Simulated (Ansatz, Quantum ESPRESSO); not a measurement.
# LiY (Pm-3m): phonons and their coupling to the electrons, part 2 of 4

Wanted: the coupling constant λ of LiY (Pm-3m) at ambient pressure.

Quantum ESPRESSO 7.5; DFT PBE, scalar-relativistic, plane waves, PseudoDojo norm-conserving pseudopotentials.

So far. Step 2 (A probe with smearing): No gap opens on this mesh, so smearing is kept; the start stands at 6.9 GPa. Step 4 (Ground state): The cell stands at 0.18 GPa, close enough for phonons. The relaxed cell has a = 3.716 Å (conventional setting).

The structure was built from a prototype and need not be the compound's stable phase.

**7. Linear response on the mesh**

Linear response treats each wavevector in the unit cell, with no supercell; the 2×2×2 mesh fixes the range of the force constants to be had. The change of the potential is kept for the electron-phonon matrix elements.

The input, ph.in:

```
phonons
&inputph
   prefix = 'x'
   outdir = './tmp'
   fildyn = 'x.dyn'
   tr2_ph = 1.0d-18
   alpha_mix(1) = 0.4
   nmix_ph = 8
   ldisp = .true.
   nq1 = 2
   nq2 = 2
   nq3 = 2
   electron_phonon = 'interpolated'
   fildvscf = 'dvscf'
   el_ph_sigma = 0.005
   el_ph_nsigma = 10
/
```

On the command line:

```sh
$ OMP_NUM_THREADS=1 mpirun -n 4 ph.x -nk 4 -in ph.in > ph.out
```

The log of the run:

```text
[banners, grids, parts of the stress and lines that vanish by symmetry left out]
[banner, memory and clock lines left out]
Program PHONON v.7.5

     ./tmp/x.save/

     IMPORTANT: XC functional enforced from input :
     Exchange-correlation= PBE
                           (   1   4   3   4   0   0   0)
     Any further DFT definition will be discarded
     Please, verify this is what you really want

     G-vector sticks info

     Reading collected, re-writing distributed wavefunctions in ./tmp/

     Dynamical matrices for ( 2, 2, 2)  uniform grid of q-points
     (   4 q-points):
       N         xq(1)         xq(2)         xq(3)
       1   0.000000000   0.000000000   0.000000000
       2   0.000000000   0.000000000  -0.500000000
       3   0.000000000  -0.500000000  -0.500000000
       4  -0.500000000  -0.500000000  -0.500000000

     Number and degeneracy of irreps per q-point
       N         xq(1)         xq(2)         xq(3)   N irreps
       1   0.000000000   0.000000000   0.000000000       2
        3   3
       2   0.000000000   0.000000000  -0.500000000       4
[...]
3   0.000000000  -0.500000000  -0.500000000       4
[...]
4  -0.500000000  -0.500000000  -0.500000000       2
        3   3

     Saving dvscf to file. Distribute only q points, not irreducible representations.

     Calculation of q =    0.0000000   0.0000000   0.0000000

     phonons

     bravais-lattice index     =            1
     lattice parameter (alat)  =       7.0228  a.u.
     unit-cell volume          =     346.3676 (a.u.)^3
     number of atoms/cell      =            2
     number of atomic types    =            2
     kinetic-energy cut-off    =      74.0000  Ry
     charge density cut-off    =     296.0000  Ry
     convergence threshold     =      1.0E-18
     beta                      =       0.4000
     number of iterations used =            8
     Exchange-correlation= PBE
                           (   1   4   3   4   0   0   0)

     celldm(1)=    7.02283  celldm(2)=    0.00000  celldm(3)=    0.00000
     celldm(4)=    0.00000  celldm(5)=    0.00000  celldm(6)=    0.00000

     crystal axes: (cart. coord. in units of alat)
               a(1) = (  1.0000  0.0000  0.0000 )
               a(2) = (  0.0000  1.0000  0.0000 )
               a(3) = (  0.0000  0.0000  1.0000 )

     reciprocal axes: (cart. coord. in units 2 pi/alat)
               b(1) = (  1.0000  0.0000  0.0000 )
               b(2) = (  0.0000  1.0000  0.0000 )
               b(3) = (  0.0000  0.0000  1.0000 )

     Atoms inside the unit cell:

     Cartesian axes

     site n.  atom      mass           positions (alat units)
        1  Y      88.9058   tau(    1) = (    0.50000    0.50000    0.50000  )
        2  Li      6.9400   tau(    2) = (    0.00000    0.00000    0.00000  )

     Computing dynamical matrix for
                    q = (   0.0000000   0.0000000   0.0000000 )

     49 Sym.Ops. (with q -> -q+G )

     G cutoff =  369.7914  (  29711 G-vectors)     FFT grid: ( 40, 40, 40)

     number of k points=    56  Marzari-Vanderbilt smearing, width (Ry)=  0.0200

     PseudoPot. # 1 for Y  read from file:
     ./pseudo/Y.upf
     Pseudo is Norm-conserving + core correction, Zval = 11.0

     PseudoPot. # 2 for Li read from file:
     ./pseudo/Li.upf
     Pseudo is Norm-conserving, Zval =  3.0

     Mode symmetry, O_h (m-3m)  point group:

     Atomic displacements:
     There are    2 irreducible representations

     Representation     1      3 modes -  To be done

     Representation     2      3 modes -  To be done

     Alpha used in Ewald sum =   2.8000

     Representation #   1 modes #   1   2   3

     Self-consistent Calculation
      thresh= 1.000E-02 alpha_mix =  0.400 |ddv_scf|^2 =  9.995E-08
      thresh= 3.162E-05 alpha_mix =  0.400 |ddv_scf|^2 =  1.725E-08
      thresh= 1.313E-05 alpha_mix =  0.400 |ddv_scf|^2 =  1.345E-09
      thresh= 3.667E-06 alpha_mix =  0.400 |ddv_scf|^2 =  5.093E-11
[...]
End of self-consistent calculation

     Convergence has been achieved

     Representation #   2 modes #   4   5   6

     Self-consistent Calculation
[...]
End of self-consistent calculation

     Convergence has been achieved

     Number of q in the star =    1
     List of q in the star:
[...]
Diagonalizing the dynamical matrix

     q = (    0.000000000   0.000000000   0.000000000 )

 **************************************************************************
     freq (    1) =       0.075813 [THz] =       2.528853 [cm-1]
     freq (    2) =       0.075813 [THz] =       2.528853 [cm-1]
     freq (    3) =       0.075813 [THz] =       2.528853 [cm-1]
     freq (    4) =       9.752730 [THz] =     325.316050 [cm-1]
     freq (    5) =       9.752730 [THz] =     325.316050 [cm-1]
     freq (    6) =       9.752730 [THz] =     325.316050 [cm-1]
 **************************************************************************

     Mode symmetry, O_h (m-3m)  point group:

     freq (   1-   3) =          2.5  [cm-1]   --> T_1u G_15  G_4- I
     freq (   4-   6) =        325.3  [cm-1]   --> T_1u G_15  G_4- I
     Electron-phonon interaction  ...

     [... narrower broadenings left out ...]
     Gaussian Broadening:   0.020 Ry, ngauss=   0
     DOS = 17.057376 states/spin/Ry/Unit Cell at Ef=  6.487682 eV
     lambda(    1)=  0.0000   gamma=    0.09 GHz
     lambda(    2)=  0.0000   gamma=    0.09 GHz
     lambda(    3)=  0.0000   gamma=    0.09 GHz
     lambda(    4)=  0.0036   gamma=    5.59 GHz
     lambda(    5)=  0.0036   gamma=    5.59 GHz
     lambda(    6)=  0.0036   gamma=    5.59 GHz
     [... wider broadenings left out ...]

     Number of q in the star =    1
     List of q in the star:
[...]
Calculation of q =    0.0000000   0.0000000  -0.5000000
     [... set-up and bands at k+q left out ...]

     Mode symmetry, D_4h(4/mmm) point group:

     Atomic displacements:
     There are    4 irreducible representations

     Representation     1      1 modes -  To be done

     Representation     2      2 modes -  To be done

[...]
Message from routine init_vloc:
     Interpolation table for Vloc re-allocated

     Alpha used in Ewald sum =   2.8000

     Representation #   1 mode #   1

     Self-consistent Calculation

[...]
[... iterations left out ...]
[...]
End of self-consistent calculation

     Convergence has been achieved

     Representation #   2 modes #   2   3

     Self-consistent Calculation

[...]
[... iterations left out ...]
[...]
End of self-consistent calculation

     Convergence has been achieved

     Representation #   3 mode #   4

[...]
[... iterations left out ...]
[...]
Convergence has been achieved

     Representation #   4 modes #   5   6

[...]
[... iterations left out ...]
[...]
Convergence has been achieved

     Number of q in the star =    3
     List of q in the star:
[...]
Diagonalizing the dynamical matrix

     q = (    0.000000000   0.000000000  -0.500000000 )

 **************************************************************************
     freq (    1) =       2.462225 [THz] =      82.130984 [cm-1]
     freq (    2) =       2.462225 [THz] =      82.130984 [cm-1]
     freq (    3) =       2.751175 [THz] =      91.769329 [cm-1]
     freq (    4) =       8.278524 [THz] =     276.141843 [cm-1]
     freq (    5) =       9.565932 [THz] =     319.085141 [cm-1]
     freq (    6) =       9.565932 [THz] =     319.085141 [cm-1]
 **************************************************************************

     Mode symmetry, D_4h(4/mmm) point group:

     freq (   1-   2) =         82.1  [cm-1]   --> E_g  X_5  M_5
     freq (   3-   3) =         91.8  [cm-1]   --> A_1g X_1  M_1
     freq (   4-   4) =        276.1  [cm-1]   --> A_2u X_4' M_4'
     freq (   5-   6) =        319.1  [cm-1]   --> E_u  X_5' M_5'
     Electron-phonon interaction  ...

     [... narrower broadenings left out ...]
     Gaussian Broadening:   0.020 Ry, ngauss=   0
     DOS = 17.057376 states/spin/Ry/Unit Cell at Ef=  6.487682 eV
     lambda(    1)=  0.0624   gamma=    6.17 GHz
     lambda(    2)=  0.0625   gamma=    6.17 GHz
     lambda(    3)=  0.2046   gamma=   25.22 GHz
     lambda(    4)=  0.0636   gamma=   71.02 GHz
     lambda(    5)=  0.0061   gamma=    9.10 GHz
     lambda(    6)=  0.0061   gamma=    9.10 GHz
     [... wider broadenings left out ...]

     Number of q in the star =    3
     List of q in the star:
[...]
Calculation of q =    0.0000000  -0.5000000  -0.5000000
     [... set-up and bands at k+q left out ...]

     Mode symmetry, D_4h(4/mmm) point group:

     Atomic displacements:
     There are    4 irreducible representations

[...]
Alpha used in Ewald sum =   2.8000

     Representation #   1 mode #   1

[...]
Convergence has been achieved

     Representation #   2 mode #   2

[...]
Convergence has been achieved

     Representation #   3 modes #   3   4

[...]
Convergence has been achieved

     Representation #   4 modes #   5   6

[...]
Convergence has been achieved

     Number of q in the star =    3
     List of q in the star:
[...]
Diagonalizing the dynamical matrix

     q = (    0.000000000  -0.500000000  -0.500000000 )

 **************************************************************************
     freq (    1) =       1.861707 [THz] =      62.099868 [cm-1]
     freq (    2) =       2.300671 [THz] =      76.742128 [cm-1]
     freq (    3) =       2.300671 [THz] =      76.742128 [cm-1]
     freq (    4) =       8.029057 [THz] =     267.820520 [cm-1]
     freq (    5) =       8.029057 [THz] =     267.820520 [cm-1]
     freq (    6) =      10.181307 [THz] =     339.611859 [cm-1]
 **************************************************************************

     Mode symmetry, D_4h(4/mmm) point group:

     freq (   1-   1) =         62.1  [cm-1]   --> B_1u X_2' M_2'
     freq (   2-   3) =         76.7  [cm-1]   --> E_u  X_5' M_5'
     freq (   4-   5) =        267.8  [cm-1]   --> E_u  X_5' M_5'
     freq (   6-   6) =        339.6  [cm-1]   --> A_2u X_4' M_4'
     Electron-phonon interaction  ...

     [... narrower broadenings left out ...]
     Gaussian Broadening:   0.020 Ry, ngauss=   0
     DOS = 17.057376 states/spin/Ry/Unit Cell at Ef=  6.487682 eV
     lambda(    1)=  0.0317   gamma=    1.79 GHz
     lambda(    2)=  0.1040   gamma=    8.96 GHz
     lambda(    3)=  0.1046   gamma=    9.02 GHz
     lambda(    4)=  0.0837   gamma=   87.86 GHz
     lambda(    5)=  0.0829   gamma=   87.01 GHz
     lambda(    6)=  0.0015   gamma=    2.49 GHz
     [... wider broadenings left out ...]

     Number of q in the star =    3
     List of q in the star:
[...]
Calculation of q =   -0.5000000  -0.5000000  -0.5000000
     [... set-up and bands at k+q left out ...]

     Mode symmetry, O_h (m-3m)  point group:

     Atomic displacements:
     There are    2 irreducible representations

     Representation     1      3 modes -  To be done

     Representation     2      3 modes -  To be done

     Alpha used in Ewald sum =   2.8000

     Representation #   1 modes #   1   2   3

     Self-consistent Calculation

[...]
[... iterations left out ...]
[...]
End of self-consistent calculation

     Convergence has been achieved

     Representation #   2 modes #   4   5   6

     Self-consistent Calculation

      thresh= 1.000E-02 alpha_mix =  0.400 |ddv_scf|^2 =  3.106E-07

      [... iterations left out ...]
      thresh= 1.493E-10 alpha_mix =  0.400 |ddv_scf|^2 =  1.341E-19

     End of self-consistent calculation

     Convergence has been achieved

     Number of q in the star =    1
     List of q in the star:
          1  -0.500000000  -0.500000000  -0.500000000

     Diagonalizing the dynamical matrix

     q = (   -0.500000000  -0.500000000  -0.500000000 )

 **************************************************************************
     freq (    1) =       3.953340 [THz] =     131.869223 [cm-1]
     freq (    2) =       3.953340 [THz] =     131.869223 [cm-1]
     freq (    3) =       3.953340 [THz] =     131.869223 [cm-1]
     freq (    4) =       7.740432 [THz] =     258.193028 [cm-1]
     freq (    5) =       7.740432 [THz] =     258.193028 [cm-1]
     freq (    6) =       7.740432 [THz] =     258.193028 [cm-1]
 **************************************************************************

     Mode symmetry, O_h (m-3m)  point group:

     freq (   1-   3) =        131.9  [cm-1]   --> T_2g G_25' G_5+
     freq (   4-   6) =        258.2  [cm-1]   --> T_1u G_15  G_4-
     Electron-phonon interaction  ...

     [... narrower broadenings left out ...]
     Gaussian Broadening:   0.020 Ry, ngauss=   0
     DOS = 17.057376 states/spin/Ry/Unit Cell at Ef=  6.487682 eV
     lambda(    1)=  0.0306   gamma=    7.80 GHz
     lambda(    2)=  0.0306   gamma=    7.79 GHz
     lambda(    3)=  0.0306   gamma=    7.79 GHz
     lambda(    4)=  0.0934   gamma=   91.20 GHz
     lambda(    5)=  0.0931   gamma=   90.86 GHz
     lambda(    6)=  0.0924   gamma=   90.14 GHz
     [... wider broadenings left out ...]

     Number of q in the star =    1
     List of q in the star:
          1  -0.500000000  -0.500000000  -0.500000000


[key lines of the parts left out:]
the Fermi energy is     6.5010 ev
```

The job ended after 11 min (4 MPI ranks of Arm Neoverse V2, shared host).

This step gave:

| Quantity | Value |
| --- | --- |
| largest acoustic frequency at the zone centre before the sum rule | 2.53 cm⁻¹ |
| highest optical zone-centre mode (no LO-TO term) | 325.3 cm⁻¹ |
| lowest optical zone-centre mode | 325.3 cm⁻¹ |
| lowest mode on the q mesh (acoustic ones at the zone centre apart) | 62.1 cm⁻¹ |

Frequencies (cm⁻¹) at each irreducible wavevector; negative means imaginary. Frequencies by wavevector:

```
 q (fractions)  star  mode 1  mode 2  mode 3  mode 4  mode 5  mode 6
         0 0 0     1    2.53    2.53    2.53   325.3   325.3   325.3
      0 0 -0.5     3   82.13   82.13   91.77   276.1   319.1   319.1
   0 -0.5 -0.5     3    62.1   76.74   76.74   267.8   267.8   339.6
-0.5 -0.5 -0.5     1   131.9   131.9   131.9   258.2   258.2   258.2
```

Couplings of single modes at a Gaussian broadening of 0.02 Ry, as ph.x prints them; it sets λ to zero for modes under 20 cm⁻¹. Mode couplings:

```
 q (fractions)  mode  frequency (cm⁻¹)       λ  linewidth γ (GHz)
      0 0 -0.5     1             82.13  0.0624               6.17
      0 0 -0.5     2             82.13  0.0625               6.17
      0 0 -0.5     3             91.77  0.2046              25.22
      0 0 -0.5     4             276.1  0.0636              71.02
      0 0 -0.5     5             319.1  0.0061                9.1
      0 0 -0.5     6             319.1  0.0061                9.1
   0 -0.5 -0.5     1              62.1  0.0317               1.79
   0 -0.5 -0.5     2             76.74   0.104               8.96
   0 -0.5 -0.5     3             76.74  0.1046               9.02
   0 -0.5 -0.5     4             267.8  0.0837              87.86
   0 -0.5 -0.5     5             267.8  0.0829              87.01
   0 -0.5 -0.5     6             339.6  0.0015               2.49
-0.5 -0.5 -0.5     1             131.9  0.0306                7.8
-0.5 -0.5 -0.5     2             131.9  0.0306               7.79
-0.5 -0.5 -0.5     3             131.9  0.0306               7.79
-0.5 -0.5 -0.5     4             258.2  0.0934               91.2
-0.5 -0.5 -0.5     5             258.2  0.0931              90.86
-0.5 -0.5 -0.5     6             258.2  0.0924              90.14
```

Optical modes; normalised displacements of the dynamical-matrix file. The modes at Γ (shares of kinetic energy by element, %):

```
mode  frequency (cm⁻¹)  symmetry  Y %  Li %
   1             325.3       T1u    7    93
   2             325.3       T1u    7    93
   3             325.3       T1u    7    93
```

Displacements in mode 3 (325.3 cm⁻¹), the largest set to 1:
```
Y1  -0.08  0.00  0.00
Li2  1.00  0.00  0.00
```

The acoustic modes at Γ come out as far as 2.5 cm⁻¹ from zero, where they should vanish, a small numerical error.

**8. Force constants in real space**

The dynamical matrices of the mesh are Fourier-transformed to force constants in real space.

The input, q2r.in:

```
&input
   fildyn = 'x.dyn'
   zasr = 'crystal'
   flfrc = 'x.fc'
   la2F = .true.
/
```

On the command line:

```sh
$ q2r.x < q2r.in > q2r.out
```

The log of the run:

```text
[banners, grids, parts of the stress and lines that vanish by symmetry left out]
[banner, memory and clock lines left out]
Program Q2R v.7.5

  reading grid info from file x.dyn0

  reading force constants from file x.dyn1
  Dielectric Tensor not found
  nqs=            1
 q=   0.00000000  0.00000000  0.00000000
  reading force constants from file x.dyn2
  nqs=            3
 q=   0.00000000  0.00000000 -0.50000000
[...]
reading force constants from file x.dyn3
  nqs=            3
[...]
q=  -0.50000000  0.00000000 -0.50000000
  reading force constants from file x.dyn4
  nqs=            1
 q=  -0.50000000 -0.50000000 -0.50000000

      q-space grid ok, #points =    8

      fft-check success (sum of imaginary terms < 10^-12)

   Preparing gamma for a2F

 Broadening =      0.005
      q-space grid ok, #points =    8

      fft-check success (sum of imaginary terms < 10^-12)

 Broadening =      0.010
[...]
Broadening =      0.045
      q-space grid ok, #points =    8

      fft-check success (sum of imaginary terms < 10^-12)

 Broadening =      0.050
      q-space grid ok, #points =    8

      fft-check success (sum of imaginary terms < 10^-12)
```

Run time: 0.48 s. Hardware: 1 thread.

[end of part 2 of 4]

[Host names and launcher messages were left out of these logs when they were recorded.]

[Logs are printed without paths, hosts, clocks, repeated set-up lines and the standing remarks that a program may print on its own settings, such as how far it seeks lower states.]

[Hosts, paths, dates, database ids (printed as entryN), source tags and the programs' standing remarks are cut or masked in the printed files.]
